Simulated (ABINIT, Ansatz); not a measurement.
# Re (Rhenium): phonons by linear response, part 3 of 4

How does Re (Rhenium) vibrate, and is this structure a minimum?

ABINIT 10.8.3; DFT PBE, scalar-relativistic, plane waves, PseudoDojo norm-conserving pseudopotentials.

So far. Step 4 (Ground state): The cell stands at -0.33 GPa: the relaxation ran with a smoothed and higher cutoff, and the difference is a stress of the finite basis. Step 5 (Linear response at Γ): The acoustic modes at Γ come out as far as 2.7 cm⁻¹ from zero, where they should vanish, a small numerical error. The relaxed cell has a = 2.774, c = 4.488 Å (conventional setting).

## Step 7: Dispersion

anaddb transforms the dynamical matrices to force constants and back along the path; points of the mesh come back as solved, but for the sum rule and, in polar crystals, the LO-TO term at Γ; the rest is interpolation.

File anaddb.abi:

```
ddb_filepath "all_DDB"
output_file "anaddb.abo"
outdata_prefix "anaddb"
ifcflag 1
ngqpt 3 3 2
nqshft 1
q1shft 0.0 0.0 0.0
asr 1
chneut 0
dipdip 0
dipquad 0
quadquad 0
enunit 0
eivec 0
nph1l 93
qph1l 
    0.0 0.0 0.0 1.0
    0.05 0.0 0.0 1.0
    0.1 0.0 0.0 1.0
    0.15 0.0 0.0 1.0
    0.2 0.0 0.0 1.0
    0.25 0.0 0.0 1.0
    0.3 0.0 0.0 1.0
    0.35 0.0 0.0 1.0
    0.4 0.0 0.0 1.0
    0.45 0.0 0.0 1.0
    0.5 0.0 0.0 1.0
    0.48333333 0.03333333 0.0 1.0
    0.46666667 0.06666667 0.0 1.0
    0.45 0.1 0.0 1.0
    0.43333333 0.13333333 0.0 1.0
    0.41666667 0.16666667 0.0 1.0
    0.4 0.2 0.0 1.0
    0.38333333 0.23333333 0.0 1.0
    0.36666667 0.26666667 0.0 1.0
    0.35 0.3 0.0 1.0
    0.33333333 0.33333333 0.0 1.0
    0.3 0.3 0.0 1.0
    0.26666667 0.26666667 0.0 1.0
    0.23333333 0.23333333 0.0 1.0
    0.2 0.2 0.0 1.0
    0.16666667 0.16666667 0.0 1.0
    0.13333333 0.13333333 0.0 1.0
    0.1 0.1 0.0 1.0
    0.06666667 0.06666667 0.0 1.0
    0.03333333 0.03333333 0.0 1.0
    0.0 0.0 0.0 1.0
    0.0 0.0 0.05 1.0
    0.0 0.0 0.1 1.0
    0.0 0.0 0.15 1.0
    0.0 0.0 0.2 1.0
    0.0 0.0 0.25 1.0
    0.0 0.0 0.3 1.0
    0.0 0.0 0.35 1.0
    0.0 0.0 0.4 1.0
    0.0 0.0 0.45 1.0
    0.0 0.0 0.5 1.0
    0.05 0.0 0.5 1.0
    0.1 0.0 0.5 1.0
    0.15 0.0 0.5 1.0
    0.2 0.0 0.5 1.0
    0.25 0.0 0.5 1.0
    0.3 0.0 0.5 1.0
    0.35 0.0 0.5 1.0
    0.4 0.0 0.5 1.0
    0.45 0.0 0.5 1.0
    0.5 0.0 0.5 1.0
    0.48333333 0.03333333 0.5 1.0
    0.46666667 0.06666667 0.5 1.0
    0.45 0.1 0.5 1.0
    0.43333333 0.13333333 0.5 1.0
    0.41666667 0.16666667 0.5 1.0
    0.4 0.2 0.5 1.0
    0.38333333 0.23333333 0.5 1.0
    0.36666667 0.26666667 0.5 1.0
    0.35 0.3 0.5 1.0
    0.33333333 0.33333333 0.5 1.0
    0.3 0.3 0.5 1.0
    0.26666667 0.26666667 0.5 1.0
    0.23333333 0.23333333 0.5 1.0
    0.2 0.2 0.5 1.0
    0.16666667 0.16666667 0.5 1.0
    0.13333333 0.13333333 0.5 1.0
    0.1 0.1 0.5 1.0
    0.06666667 0.06666667 0.5 1.0
    0.03333333 0.03333333 0.5 1.0
    0.0 0.0 0.5 1.0
    0.5 0.0 0.5 1.0
    0.5 0.0 0.45 1.0
    0.5 0.0 0.4 1.0
    0.5 0.0 0.35 1.0
    0.5 0.0 0.3 1.0
    0.5 0.0 0.25 1.0
    0.5 0.0 0.2 1.0
    0.5 0.0 0.15 1.0
    0.5 0.0 0.1 1.0
    0.5 0.0 0.05 1.0
    0.5 0.0 0.0 1.0
    0.33333333 0.33333333 0.5 1.0
    0.33333333 0.33333333 0.45 1.0
    0.33333333 0.33333333 0.4 1.0
    0.33333333 0.33333333 0.35 1.0
    0.33333333 0.33333333 0.3 1.0
    0.33333333 0.33333333 0.25 1.0
    0.33333333 0.33333333 0.2 1.0
    0.33333333 0.33333333 0.15 1.0
    0.33333333 0.33333333 0.1 1.0
    0.33333333 0.33333333 0.05 1.0
    0.33333333 0.33333333 0.0 1.0
```

File mrgddb.in:

```
all_DDB
merged
6
dfpt_gammao_DDB
dfpt_qo_DS1_DDB
dfpt_qo_DS2_DDB
dfpt_qo_DS3_DDB
dfpt_qo_DS4_DDB
dfpt_qo_DS5_DDB
```

Launch:

```
> mrgddb < mrgddb.in > mrgddb.log
> OMP_NUM_THREADS=1 anaddb anaddb.abi > anaddb.log
```

anaddb.abo, the main output file:

```text
[banners, grids, parts of the stress and lines that vanish by symmetry left out]
-outvars_anaddb: echo values of input variables ----------------------

 Flags :
[...]
Phonon wavevector (reduced coordinates) :  0.00000  0.00000  0.00000
 Phonon energies in Hartree :
[...]
Phonon frequencies in cm-1    :
-  0.000000E+00  0.000000E+00  0.000000E+00  1.055704E+02  1.133786E+02
-  1.133786E+02
[...]
Phonon wavevector (reduced coordinates) :  0.05000  0.00000  0.00000
 Phonon energies in Hartree :
[...]
Phonon frequencies in cm-1    :
-  1.895346E+01  1.963642E+01  3.198162E+01  1.072906E+02  1.134968E+02
-  1.158883E+02
[...]
Phonon wavevector (reduced coordinates) :  0.10000  0.00000  0.00000
 Phonon energies in Hartree :
[...]
Phonon frequencies in cm-1    :
-  3.724051E+01  3.876168E+01  6.304969E+01  1.121401E+02  1.138288E+02
-  1.228764E+02
[...]
Phonon wavevector (reduced coordinates) :  0.15000  0.00000  0.00000
 Phonon energies in Hartree :
[...]
Phonon frequencies in cm-1    :
-  5.425018E+01  5.680803E+01  9.232269E+01  1.143142E+02  1.193556E+02
-  1.330284E+02
[...]
Phonon wavevector (reduced coordinates) :  0.20000  0.00000  0.00000
 Phonon energies in Hartree :
[...]
Phonon frequencies in cm-1    :
-  6.947623E+01  7.315304E+01  1.148723E+02  1.189622E+02  1.280472E+02
-  1.448585E+02
[...]
Phonon wavevector (reduced coordinates) :  0.25000  0.00000  0.00000
 Phonon energies in Hartree :
[...]
Phonon frequencies in cm-1    :
-  8.255485E+01  8.721190E+01  1.154199E+02  1.373878E+02  1.421023E+02
-  1.571965E+02
  Phonon wavevector (reduced coordinates) :  0.30000  0.00000  0.00000
 Phonon energies in Hartree :
[...]
Phonon frequencies in cm-1    :
-  9.328612E+01  9.858954E+01  1.158779E+02  1.465967E+02  1.605086E+02
-  1.696675E+02
  Phonon wavevector (reduced coordinates) :  0.35000  0.00000  0.00000
 Phonon energies in Hartree :
[...]
Phonon frequencies in cm-1    :
-  1.016377E+02  1.071766E+02  1.161607E+02  1.548737E+02  1.729717E+02
-  1.822871E+02
  Phonon wavevector (reduced coordinates) :  0.40000  0.00000  0.00000
 Phonon energies in Hartree :
[...]
Phonon frequencies in cm-1    :
-  1.077326E+02  1.130924E+02  1.161501E+02  1.614390E+02  1.808837E+02
-  1.928255E+02
  Phonon wavevector (reduced coordinates) :  0.45000  0.00000  0.00000
 Phonon energies in Hartree :
[...]
Phonon frequencies in cm-1    :
-  1.118248E+02  1.156600E+02  1.165361E+02  1.656516E+02  1.854992E+02
-  1.994827E+02
  Phonon wavevector (reduced coordinates) :  0.50000  0.00000  0.00000
 Phonon energies in Hartree :
[...]
Phonon frequencies in cm-1    :
-  1.140154E+02  1.146603E+02  1.176649E+02  1.671022E+02  1.870338E+02
-  2.017383E+02
  Phonon wavevector (reduced coordinates) :  0.48333  0.03333  0.00000
 Phonon energies in Hartree :
[...]
Phonon frequencies in cm-1    :
-  1.142120E+02  1.155580E+02  1.182608E+02  1.669270E+02  1.870219E+02
-  2.014680E+02
  Phonon wavevector (reduced coordinates) :  0.46667  0.06667  0.00000
 Phonon energies in Hartree :
[...]
Phonon frequencies in cm-1    :
-  1.147796E+02  1.181592E+02  1.199996E+02  1.664041E+02  1.869923E+02
-  2.006678E+02
  Phonon wavevector (reduced coordinates) :  0.45000  0.10000  0.00000
 Phonon energies in Hartree :
[...]
Phonon frequencies in cm-1    :
-  1.156554E+02  1.222073E+02  1.227436E+02  1.655403E+02  1.869620E+02
-  1.993702E+02
[...]
Phonon wavevector (reduced coordinates) :  0.10000  0.00000  0.50000
 Phonon energies in Hartree :
[...]
Phonon frequencies in cm-1    :
-  8.486035E+01  8.486035E+01  9.372192E+01  9.372192E+01  1.600403E+02
-  1.600403E+02
  Phonon wavevector (reduced coordinates) :  0.15000  0.00000  0.50000
 Phonon energies in Hartree :
[...]
Phonon frequencies in cm-1    :
-  9.009293E+01  9.009293E+01  1.063174E+02  1.063174E+02  1.580836E+02
-  1.580836E+02
  Phonon wavevector (reduced coordinates) :  0.20000  0.00000  0.50000
 Phonon energies in Hartree :
[...]
Phonon frequencies in cm-1    :
-  9.649781E+01  9.649781E+01  1.174592E+02  1.174592E+02  1.571850E+02
-  1.571850E+02
  Phonon wavevector (reduced coordinates) :  0.25000  0.00000  0.50000
 Phonon energies in Hartree :
[...]
Phonon frequencies in cm-1    :
-  1.033960E+02  1.033960E+02  1.216801E+02  1.216801E+02  1.609731E+02
-  1.609731E+02
  Phonon wavevector (reduced coordinates) :  0.30000  0.00000  0.50000
 Phonon energies in Hartree :
[...]
Phonon frequencies in cm-1    :
-  1.101207E+02  1.101207E+02  1.175869E+02  1.175869E+02  1.698794E+02
-  1.698794E+02
  Phonon wavevector (reduced coordinates) :  0.35000  0.00000  0.50000
 Phonon energies in Hartree :
[...]
Phonon frequencies in cm-1    :
-  1.092251E+02  1.092251E+02  1.160634E+02  1.160634E+02  1.797723E+02
-  1.797723E+02
[...]
Phonon wavevector (reduced coordinates) :  0.33333  0.33333  0.05000
 Phonon energies in Hartree :
[...]
Phonon frequencies in cm-1    :
-  1.223821E+02  1.489011E+02  1.489011E+02  1.531036E+02  1.877998E+02
-  1.877998E+02
  Phonon wavevector (reduced coordinates) :  0.33333  0.33333  0.00000
 Phonon energies in Hartree :
[...]
Phonon frequencies in cm-1    :
-  1.216900E+02  1.508982E+02  1.508982E+02  1.528963E+02  1.874717E+02
-  1.874717E+02
-
```

Wall time 0.52 s (1 thread of Arm Neoverse V1, shared host).

This step gave:

```yaml
lowest_frequency_on_the_path: 0 cm⁻¹
```

Anaddb. Phonon branches along the path, in cm⁻¹:

| point | branch 1 | branch 2 | branch 3 | branch 4 | branch 5 | branch 6 |
| --- | --- | --- | --- | --- | --- | --- |
| Γ | 0 | 0 | 0 | 106 | 113 | 113 |
| halfway | 83 | 87 | 115 | 137 | 142 | 157 |
| M | 114 | 115 | 118 | 167 | 187 | 202 |
| halfway | 118 | 130 | 133 | 163 | 187 | 196 |
| K | 122 | 151 | 151 | 153 | 188 | 188 |
| halfway | 94 | 100 | 121 | 142 | 156 | 162 |
| Γ | 0 | 0 | 0 | 106 | 113 | 113 |
| halfway | 43 | 43 | 105 | 105 | 109 | 141 |
| A | 80 | 80 | 80 | 80 | 162 | 162 |
| halfway | 103 | 103 | 122 | 122 | 161 | 161 |
| L | 90 | 90 | 125 | 125 | 195 | 195 |
| halfway | 72 | 72 | 140 | 140 | 193 | 193 |
| H | 48 | 48 | 154 | 154 | 190 | 190 |
| halfway | 110 | 110 | 120 | 120 | 166 | 166 |
| A | 80 | 80 | 80 | 80 | 162 | 162 |
| jump to L | 90 | 90 | 125 | 125 | 195 | 195 |
| halfway | 97 | 119 | 120 | 138 | 190 | 201 |
| M | 114 | 115 | 118 | 167 | 187 | 202 |
| jump to H | 48 | 48 | 154 | 154 | 190 | 190 |
| halfway | 109 | 109 | 136 | 156 | 190 | 190 |
| K | 122 | 151 | 151 | 153 | 188 | 188 |

The phonon branches as a text plot (rows in cm⁻¹):

```
    198 |       ***                       **             ****
    189 |      *********                 *  ******       ********
    181 |     **       **               *         *
    173 |    **          *             *
    164 |    * *****      *       *** *            *   **   *
    156 |     *     ***** *      **  *        ***   ***    * ****
    147 |   **      ***  *                   *   *           *  *
    139 |          *   *  **     *          *     *       *   *
    130 |  **           **      *          *                   *
    122 | ***    ******** ***         *  **        **    **    **
    114 |**********     ** *****       **          * *     **
    105 |*    **         * * ** *    ** *           *    * *
     97 |    *            *      *  *    *           **   *   *
     88 |  *                    * * **    **      *   ** *
     80 |                          *        *          **
     72 |   *               *     *              *
     63 | *                *     *           *               *
     55 |  *                                  * *
     46 |                   *  *               *
     38 | *                  *  *
     29 |*
     21 |*                   * *
     13 |
      4 |                     *
         Γ      M    K        Γ   A       L    H       A|L M|H  K
```

All branches are real along the path.

## Step 8: Sums over the zone

Sums over the zone need many more wavevectors than were solved, so the interpolation is sampled on a dense mesh.

File anaddb.abi:

```
ddb_filepath "all_DDB"
output_file "anaddb.abo"
outdata_prefix "anaddb"
ifcflag 1
ngqpt 3 3 2
nqshft 1
q1shft 0.0 0.0 0.0
asr 1
chneut 0
dipdip 0
dipquad 0
quadquad 0
prtdos 2
ng2qpt 19 19 10
dosdeltae 4.5563e-06
ntemper 11
temperinc 100.0
tempermin 0.0
```

Launch:

```
> OMP_NUM_THREADS=1 anaddb anaddb.abi > anaddb.log
```

anaddb.abo, the main output file:

```text
-outvars_anaddb: echo values of input variables ----------------------

 Flags :
     ifcflag         1
 Miscellaneous information :
         asr         1
      chneut         0
 Interatomic Force Constants Inputs :
      dipdip         0
     dipquad         0
    quadquad         0
      ifcana         0
      ifcout         0
 Description of grid 1 :
        brav         1
       ngqpt         3         3         2
      nqshft         1
      q1shft
                     0.00000000E+00  0.00000000E+00  0.00000000E+00
 Phonon DOS information :
   dosdeltae  4.55630000E-06
    dossmear  4.55633525E-06
 Description of grid 2 (Fourier interp. or BZ sampling):
      ng2qpt        19        19        10
      ngrids         4
      q2shft         0.00000000E+00  0.00000000E+00  0.00000000E+00

================================================================================

 read the DDB information and perform some checks

  ==== Info on the Cryst% object ====
 Real(R)+Recip(G) space primitive vectors, cartesian coordinates (Bohr,Bohr^-1):
 R(1)=  5.2419345  0.0000000  0.0000000  G(1)=  0.1907693  0.1101407  0.0000000
 R(2)= -2.6209672  4.5396484  0.0000000  G(2)=  0.0000000  0.2202814  0.0000000
 R(3)=  0.0000000  0.0000000  8.4815411  G(3)=  0.0000000  0.0000000  0.1179031
 Unit cell volume ucvol=  2.0183133E+02 bohr^3
 Angles (23,13,12)=  9.00000000E+01  9.00000000E+01  1.20000000E+02 degrees
 Time-reversal symmetry is present
 Reduced atomic positions [iatom, xred, symbol]:
    1)    0.3333333  0.6666667  0.2500000  Re
    2)    0.6666667  0.3333333  0.7500000  Re

 DDB file with 6 blocks has been read.

================================================================================

 Calculation of the interatomic forces

       Homogeneous q point set in the B.Z.
 Grid q points  :       18
  1)   0.00000000E+00  0.00000000E+00  0.00000000E+00
  2)   3.33333333E-01  0.00000000E+00  0.00000000E+00
  3)  -3.33333333E-01  0.00000000E+00  0.00000000E+00
  4)   0.00000000E+00  3.33333333E-01  0.00000000E+00
  5)   3.33333333E-01  3.33333333E-01  0.00000000E+00
  6)  -3.33333333E-01  3.33333333E-01  0.00000000E+00
  7)   0.00000000E+00 -3.33333333E-01  0.00000000E+00
  8)   3.33333333E-01 -3.33333333E-01  0.00000000E+00
  9)  -3.33333333E-01 -3.33333333E-01  0.00000000E+00
 10)   0.00000000E+00  0.00000000E+00  5.00000000E-01
 11)   3.33333333E-01  0.00000000E+00  5.00000000E-01
 12)  -3.33333333E-01  0.00000000E+00  5.00000000E-01
 13)   0.00000000E+00  3.33333333E-01  5.00000000E-01
 14)   3.33333333E-01  3.33333333E-01  5.00000000E-01
 15)  -3.33333333E-01  3.33333333E-01  5.00000000E-01
 16)   0.00000000E+00 -3.33333333E-01  5.00000000E-01
 17)   3.33333333E-01 -3.33333333E-01  5.00000000E-01
 18)  -3.33333333E-01 -3.33333333E-01  5.00000000E-01

 The interatomic forces have been obtained

================================================================================

 Calculation of phonon density of states

 Average speed of sound partial sums:     0.1486848665E-02 (at units)
-                                   =           3.2528 [km/s]

 Debye frequency from partial sums:     0.9879938375E-03 (Ha)
-                                 =     0.6500687166E+01 (THz)
-Debye temperature from partial sums:     0.3119837786E+03 (K)

 Average speed of sound:     0.1474648544E-02 (at units)
-                      =           3.2261 [km/s]

 Debye frequency from DOS:     0.9798869973E-03 (Ha)
-                        =     0.6447346720E+01 (THz)
-Debye temperature from DOS:     0.3094238409E+03 (K)

-
```

Wall time 0.63 s (1 thread).

This step gave:

- share of modes beyond 3i cm⁻¹ on the dense interpolated mesh: 0
- zero-point energy per atom: 24.82 meV
- heat capacity at 300 K: 24.06 J/(mol atoms K)
- vibrational entropy at 300 K: 37.50 J/(mol atoms K)

The phonon density of states has structure finer than the step of the table below, so its rows give means over 10 cm⁻¹, whole bins alone (the curve runs from -30 to 220 cm⁻¹). Peaks (cm⁻¹: height): 117.0: 0.106, 190.0: 0.107.

Tetrahedra. Phonon density of states against wavenumber; means over each step:

wavenumber (cm⁻¹), phonon density of states (1/cm⁻¹/cell) and a bar:
```
        0      0.000 
       10      0.000 
       20      0.000 
       30      0.001 
       40      0.002 #
       50      0.003 #
       60      0.006 ##
       70      0.011 ####
       80      0.018 ######
       90      0.031 ##########
      100      0.054 ##################
      110      0.072 ########################
      120      0.090 ##############################
      130      0.061 ####################
      140      0.042 ##############
      150      0.038 #############
      160      0.032 ###########
      170      0.023 ########
      180      0.035 ############
      190      0.069 #######################
      200      0.012 ####
      210      0.000
```

Harmonic thermodynamic functions per atom, summed over the density of states scaled to three modes an atom; melting is ignored. Thermodynamic functions:

| T (K) | F_vib (meV/atom) | S (J/mol-atom/K) | C_V (J/mol-atom/K) |
| --- | --- | --- | --- |
| 0 | 24.82 | 0 | 0 |
| 50 | 24.34 | 3.631 | 8.962 |
| 100 | 19.95 | 13.3 | 18.39 |
| 200 | -2.02 | 27.93 | 23.01 |
| 300 | -36.22 | 37.5 | 24.06 |
| 400 | -78.86 | 44.48 | 24.44 |
| 500 | -127.9 | 49.95 | 24.62 |
| 600 | -182.1 | 54.45 | 24.72 |
| 700 | -240.5 | 58.27 | 24.78 |
| 800 | -302.7 | 61.58 | 24.82 |
| 900 | -368 | 64.5 | 24.84 |
| 1000 | -436.3 | 67.12 | 24.86 |

At 300 K the heat capacity has reached 96 % of the Dulong-Petit value.

(Part 3 of 4 ends here.)

[Host names and launcher messages were left out of these logs when they were recorded.]

[Logs are printed without paths, hosts, clocks, repeated set-up lines and the standing remarks that a program may print on its own settings, such as how far it seeks lower states.]

[Hosts, paths, dates, database ids (printed as entryN), source tags and the programs' standing remarks are cut or masked in the printed files.]
